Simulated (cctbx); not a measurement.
# Occupancies in HfW3

Cell a = 5.6210 Å, b = 5.6210 Å, c = 5.6210 Å, α = 90.00°, β = 90.00°, γ = 90.00°; space group Pm-3n (no. 223); nominal formula HfW3.

Simulated single-crystal data (cctbx): Ag Kα, λ = 0.56087 Å, to d = 0.8 Å, 80 % of the full sphere, strongest reflection 40000 counts, noise from counting, a 3 % proportional error and a noise floor of 4 counts (s.d.); no absorption.

With every site full:

```text
Rint 0.025, 42 unique reflections to 0.80 A
cycle     R1     wR2    GooF  max shift (A)
   1  0.2287  0.4659  53.102   0.00000
   2  0.1231  0.3075  35.051   0.00000
final R1 0.1232 wR2 0.3075 GooF 35.050  parameters 3  data/parameter 14.0
atom        x        y        z      Ueq    occ   su(xyz)  su(Uiso or U11)
W1     0.00000  0.50000  0.25000   0.0174  1.000  0.00000  0.0043
Hf1    0.50000  0.50000  0.50000  -0.0025  1.000  0.00000  0.0033  NPD
difference map: max 33.15 min -8.48 rms 3.21
Q1    0.0000  0.0000  0.0000    2   33.15  0.00 A from Hf1
Q2    0.0000  0.0000  0.4313   12    4.25  1.46 A from W1
Q3    0.0000  0.1773  0.5000   12    4.12  1.72 A from W1
Q4    0.0000  0.4093  0.4193   24    3.60  1.08 A from W1
Q5    0.0000  0.2184  0.3858   24    2.86  1.76 A from W1
Q6    0.0667  0.3333  0.2667   48    2.01  1.01 A from W1
```

With the occupancies of the suspect sites free, each still typed as its main element:

```text
Rint 0.025, 42 unique reflections to 0.80 A
cycle     R1     wR2    GooF  max shift (A)
   1  0.2268  0.4546  52.496   0.00000
   3  0.0032  0.0074   0.850   0.00000
final R1 0.0032 wR2 0.0074 GooF 0.850  parameters 4  data/parameter 10.5
atom        x        y        z      Ueq    occ   su(xyz)  su(Uiso or U11)
W1     0.00000  0.50000  0.25000   0.0124  0.600  0.00000  0.0001
Hf1    0.50000  0.50000  0.50000   0.0161  1.000  0.00000  0.0001
su of occupancy W1: 0.001
difference map: max 0.26 min -0.17 rms 0.07
Q1    0.0000  0.1609  0.5000   12    0.27  1.67 A from W1
Q2    0.0000  0.0000  0.2308   12    0.26  1.30 A from Hf1
Q3    0.0000  0.0000  0.4453   12    0.22  1.44 A from W1
Q4    0.1618  0.1618  0.1618   16    0.15  1.58 A from Hf1
Q5    0.1368  0.2500  0.3632   24    0.11  1.72 A from W1
Q6    0.0000  0.1937  0.3120   24    0.10  1.76 A from W1
```

**Question.** What is the disorder?

X-rays count electrons. W1 refines to 0.600(0.001), or 44.4 electrons; the site truly holds 0.6 W, 44.4 electrons, which is 0.600 of W. A value under 1 can't tell vacancies from a lighter guest, and one over 1 needs a heavier guest; chemistry or a second radiation must settle which. Occupancy correlates with U and the scale, so the match is approximate.

Freeing them takes R1 from 0.1232 to 0.0032 and GooF from 35.05 to 0.85.

The model is made up (kin elements in a known structure type, no relaxation), so it says nothing on whether the phase exists.

[Middle refinement cycles are left out of these outputs.]

[Logs are printed without paths, hosts, clocks, repeated set-up lines and the standing remarks that a program may print on its own settings, such as how far it seeks lower states.]
